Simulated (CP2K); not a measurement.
Two runs for the Si L₂,₃ edge of 3-silylthiophene. Run A: CP2K XAS_TDP, all-electron GAPW, PBEh(45%), aug-pc-1, TDA, ZORA, spin–orbit coupling. Run B has a fault in its input.

First lines with a strength over 0.0003. A:

| atom | energy (eV) | states | strength, one atom |
| --- | --- | --- | --- |
| Si1 (bonded to C and 3 H) | 100.86 | 2 | 0.0026 |
|  | 100.92 | 1 | 0.0027 |
|  | 101.29 | 1 | 0.0016 |
|  | 101.34 | 1 | 0.0034 |
|  | 101.36 | 2 | 0.0009 |

B:

| atom | energy (eV) | states | strength, one atom |
| --- | --- | --- | --- |
| Si1 (bonded to C and 3 H) | 103.67 | 6 | 0.0005 |
|  | 103.68 | 2 | 0.0004 |
|  | 104.08 | 2 | 0.0007 |
|  | 104.27 | 10 | 0.0009 |
|  | 104.28 | 2 | 0.0004 |

What went wrong in run B?

Exact exchange is left out of the kernel though the ground state has it (exact exchange in the kernel to 0). The lowest line over the strength cut lies at 103.67 eV, against 100.86 eV (PBEh(45%), aug-pc-1). Another fault could leave a like mark.

[Hosts, paths, dates, database ids (printed as entryN), source tags and the programs' standing remarks are cut or masked in the printed files.]
